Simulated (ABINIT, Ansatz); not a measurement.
# Quasiparticle gap of SnF4 (I4/mmm) in ABINIT, part 3 of 3

Wanted: ground state, empty states, screening and self-energy for SnF4 (I4/mmm).

ABINIT 10.8.3; PBEsol and many-body steps on it, plane waves. Known limits of the many-body steps: not at the basis limit; no spin-orbit coupling.

So far. Step 4 (Empty states on the mesh, 4×4×4 mesh, 227 bands): On this mesh the gap is 3.412 eV. Step 5 (Screening, 4×4×4 mesh, 104 bands, screening to 141.5 eV): Local fields lower ε∞ by 4 %.

### 6. Self-energy, 4×4×4 mesh, 104 bands, screening to 141.5 eV

The self-energy is evaluated for the states that the input lists, and the levels follow from it, in one-shot runs by the linearised quasiparticle equation.

This step: G0W0 on PBEsol, plane waves, norm-conserving pseudopotentials.

Input file run.abi:

```
acell 3*1.0 Angstrom
rprim 
  -2.025000000000 2.025000000000 3.965000000000
  2.025000000000 -2.025000000000 3.965000000000
  2.025000000000 2.025000000000 -3.965000000000
ntypat 2
znucl 50 9
natom 5
typat 1 2 2 2 2
xred 
  0.000000000000 0.000000000000 0.000000000000
  0.237000000000 0.237000000000 0.000000000000
  0.763000000000 0.763000000000 0.000000000000
  0.500000000000 0.000000000000 0.500000000000
  0.000000000000 0.500000000000 0.500000000000
pp_dirpath "pseudos"
pseudos "Sn.upf, F.upf"
ecut 38
ngkpt 4 4 4
nshiftk 1
shiftk 0 0 0
kptopt 1
chksymbreak 0
istwfk *1
occopt 1
irdwfk 1
optdriver 4
nband 104
gwcalctyp 0
ecutsigx 38
symsigma 1
nkptgw 2
kptgw 
  0.5000000000 0.5000000000 0.0000000000
  0.0000000000 0.0000000000 0.0000000000
bdgw 
  24 27
  24 27
ecuteps 5.2
irdscr 1
ppmodel 1
indata_prefix "in"
outdata_prefix "out"
tmpdata_prefix "tmp"
```

Started as:

```bash
> OMP_NUM_THREADS=1 mpirun -n 8 abinit run.abi > log
```

Numbers of over 12 decimals in the logs are rounded to 6 here.

Log:

```text
.Version 10.8.3 of ABINIT. v10.8.2 released Aug 2026.

 Symmetries : space group I4/m m m (#139); Bravais tI (body-center tetrag.)
[... echo of the input left out ...]
== DATASET  1 ==================================================================
-   mpi_nproc: 8, omp_nthreads: 1 (-1 if OMP is not activated)

--- !DatasetInfo
iteration_state: {dtset: 1, }
dimensions: {natom: 5, nkpt: 13, mband: 104, nsppol: 1, nspinor: 1, nspden: 1, mpw: 4928, }
cutoff_energies: {ecut:  38.0, pawecutdg:  -1.0, }
electrons: {nelect:   5.00000000E+01, charge:   0.00000000E+00, occopt:   1.00000000E+00, tsmear:   1.00000000E-02, }

 SIGMA: Calculation of the GW corrections

 Based on a program developped by R.W. Godby, V. Olevano, G. Onida, and L. Reining.
 Incorporated in ABINIT by V. Olevano, G.-M. Rignanese, and M. Torrent.
.Using double precision arithmetic ; gwpc =  8

[... cell and pseudopotentials left out ...]
--------------------------------------------------------------------------------

 ==== K-mesh for the wavefunctions ====
 Number of points in the irreducible wedge :    13
[... list of points left out ...]
 Together with 16 symmetry operations and time-reversal symmetry
 yields    64 points in the full Brillouin Zone.

 ==== Q-mesh for screening function ====
 Number of points in the irreducible wedge :    13
[... list of points left out ...]
 Together with 16 symmetry operations and time-reversal symmetry
 yields    64 points in the full Brillouin Zone.

 vcoul_init : cutoff-mode = AUXILIARY_FUNCTION
 q-points for optical limit:   1
     1)      0.000010    0.000020    0.000030
 setmesh: FFT mesh size selected  =    72x   72x   72
          total number of points  =       373248

 Number of electrons calculated from density =   50.0000; Expected =   50.0000
 average of density, n =  0.113925
 r_s =    1.2797
 omega_plasma =   32.5586 [eV]

 === KS Band Gaps ===
  >>>> For spin  1
   Minimum direct gap =   3.6497 [eV], located at k-point      :   0.0000  0.0000  0.0000
   Fundamental gap    =   3.4121 [eV], Top of valence bands at :   0.5000  0.5000  0.0000
                                       Bottom of conduction at :   0.0000  0.0000  0.0000
 SIGMA fundamental parameters:
 PLASMON POLE MODEL  1
 number of plane-waves for SigmaX                 4917
 number of plane-waves for SigmaC and W            251
 number of plane-waves for wavefunctions          4917
 number of bands                                   104
 number of independent spin polarizations            1
 number of spinorial components                      1
 number of k-points in IBZ                          13
 number of q-points in IBZ                          13
 number of symmetry operations                      16
 number of k-points in BZ                           64
 number of q-points in BZ                           64
 number of frequencies for dSigma/dE                 9
 frequency step for dSigma/dE [eV]                0.25
 number of omega for Sigma on real axis              0
 max omega for Sigma on real axis  [eV]           0.00
 zcut for avoiding poles [eV]                     0.10

 EPSILON^-1 parameters (SCR file):
 dimension of the eps^-1 matrix on file            251
 dimension of the eps^-1 matrix used               251
 number of plane-waves for wavefunctions          4917
 number of bands                                   104
 number of q-points in IBZ                          13
 number of frequencies                               2
 number of real frequencies                          1
 number of imag frequencies                          1

 matrix elements of self-energy operator (all in [eV])

 Perturbative Calculation

--- !SelfEnergy_ee
iteration_state: {dtset: 1, }
kpoint     : [   0.500,    0.500,    0.000, ]
spin       : 1
KS_gap     :    7.825
QP_gap     :   12.590
Delta_QP_KS:    4.765
data: !SigmaeeData |
     Band     E0 <VxcDFT>   SigX SigC(E0)      Z dSigC/dE  Sig(E)    E-E0       E
       24   0.387 -22.378 -30.431   5.712   0.806  -0.240 -24.266  -1.887  -1.500
       25   0.673 -22.903 -31.001   5.797   0.807  -0.240 -24.758  -1.855  -1.182
       26   8.498 -20.574 -14.213  -2.913   0.844  -0.185 -17.664   2.909  11.407
       27   9.422 -13.406  -7.759  -3.384   0.878  -0.139 -11.421   1.986  11.408

--- !SelfEnergy_ee
iteration_state: {dtset: 1, }
kpoint     : [   0.000,    0.000,    0.000, ]
spin       : 1
KS_gap     :    3.650
QP_gap     :    7.379
Delta_QP_KS:    3.729
data: !SigmaeeData |
     Band     E0 <VxcDFT>   SigX SigC(E0)      Z dSigC/dE  Sig(E)    E-E0       E
       24   0.435 -22.583 -30.616   5.727   0.806  -0.240 -24.442  -1.859  -1.424
       25   0.435 -22.583 -30.616   5.727   0.806  -0.240 -24.442  -1.859  -1.424
       26   4.085 -17.488 -13.247  -2.074   0.863  -0.159 -15.618   1.870   5.955
       27  12.318 -10.593  -5.530  -3.215   0.883  -0.133  -8.962   1.631  13.949

== END DATASET(S) ==============================================================
================================================================================

 -outvars: echo values of variables after computation  --------
           etotal      0.0000000000E+00
            nband         104
             nkpt          13
          spgroup         139
 [... the other variables as echoed above ...]

 Calculation completed.
```

Wall time 25 s (8 MPI ranks of Arm Neoverse N1, shared host); peak memory 4.5 GiB.

Numbers from this step:

```
G0W0 gap on the points computed              : 7.137 eV
starting gap on the mesh                     : 3.412 eV
k of the valence top                         : 0.5, 0.5, 0
k of the conduction bottom                   : 0, 0, 0
Z at the valence top                         : 0.807
Z at the conduction bottom                   : 0.863
least direct G0W0 gap on the computed points : 7.379 eV
```

The gap on the mesh goes from 3.41 eV to 7.14 eV, a correction of +3.72 eV.

Limits: finite bands, cutoff and mesh; no spin-orbit coupling. v1 is the top filled band, c1 the lowest empty one. Levels before and after the correction, in eV, zero at the valence-band top of each column:

```csv
,conduction bottom,valence top
Kohn-Sham,3.41,0.00
G0W0,7.14,0.00
```

|  | level | energy (eV) |
| --- | --- | --- |
| Kohn-Sham | (0.5 0.5 0) v2 | -0.286 |
| Kohn-Sham | (0.5 0.5 0) v1 | 0.000 |
| Kohn-Sham | (0.5 0.5 0) c1 | 7.825 |
| Kohn-Sham | (0.5 0.5 0) c2 | 8.749 |
| Kohn-Sham | Γ v2-v1 | -0.238 |
| Kohn-Sham | Γ c1 | 3.412 |
| Kohn-Sham | Γ c2 | 11.645 |
| G0W0 | (0.5 0.5 0) v2 | -0.318 |
| G0W0 | (0.5 0.5 0) v1 | 0.000 |
| G0W0 | (0.5 0.5 0) c1 | 12.589 |
| G0W0 | (0.5 0.5 0) c2 | 12.590 |
| G0W0 | Γ v2-v1 | -0.242 |
| G0W0 | Γ c1 | 7.137 |
| G0W0 | Γ c2 | 15.131 |

### 7. Where the time went

Times are wall times on 8 MPI ranks of Arm Neoverse N1, shared host, good to a factor of about two.

```csv
step,time,share,memory (GiB)
ground state,2.3 min,13 %,0.97
bands along the symmetry lines,67 s,6 %,0.74
empty states on the mesh,4.6 min,26 %,11
screening,9.1 min,52 %,6.1
self-energy,25 s,2 %,4.5
```

### 8. Outcome

| Item | Value |
| --- | --- |
| PBEsol gap | 3.41 eV, indirect |
| G0W0 gap on the mesh | 7.14 eV |
| GW settings | 4×4×4 mesh, 104 bands, screening to 141.5 eV, Godby-Needs plasmon pole |
| known limits | not at the basis limit; no spin-orbit coupling |

What this shows: G0W0 moves the gap on the mesh from 3.41 eV to 7.14 eV (+3.72 eV), with Z of 0.81 and 0.86 at the edges. Local fields lower the RPA ε∞ on this mesh from 2.50 to 2.39. Only 2 of the mesh's irreducible points were corrected, so a valley elsewhere could overtake. The dearest step here is «screening». Bands and cutoff are finite, so the gap is not at the basis limit. The miss can reach some tenths of an eV and take either sign; the mesh is an error of its own. In the G0W0 run levels were corrected at 2 k points alone, so a gap called «on the mesh» is the least over those, and an edge elsewhere would be missed. The many-body steps are scalar-relativistic: spin-orbit coupling is not in them.

[Paths, hosts, dates, memory and timing lines, banners, echoed tables and standing remarks are left out of the program output.]

[Logs are printed without paths, hosts, clocks, repeated set-up lines and the standing remarks that a program may print on its own settings, such as how far it seeks lower states.]

[Runs of the session that timed out or met a known fault of the program may be left out.]

[Hosts, paths, dates, database ids (printed as entryN), source tags and the programs' standing remarks are cut or masked in the printed files.]

[G0W0 gaps are taken among the corrected bands and points alone; a level outside them can change the order at an edge.]

[Where Ansatz stands beside ABINIT at settings called matched, ABINIT's density can come from a denser mesh and the files from another edition; pairs whose starting gaps differed by over 0.03 eV were left out, so agreement reads better than it is.]
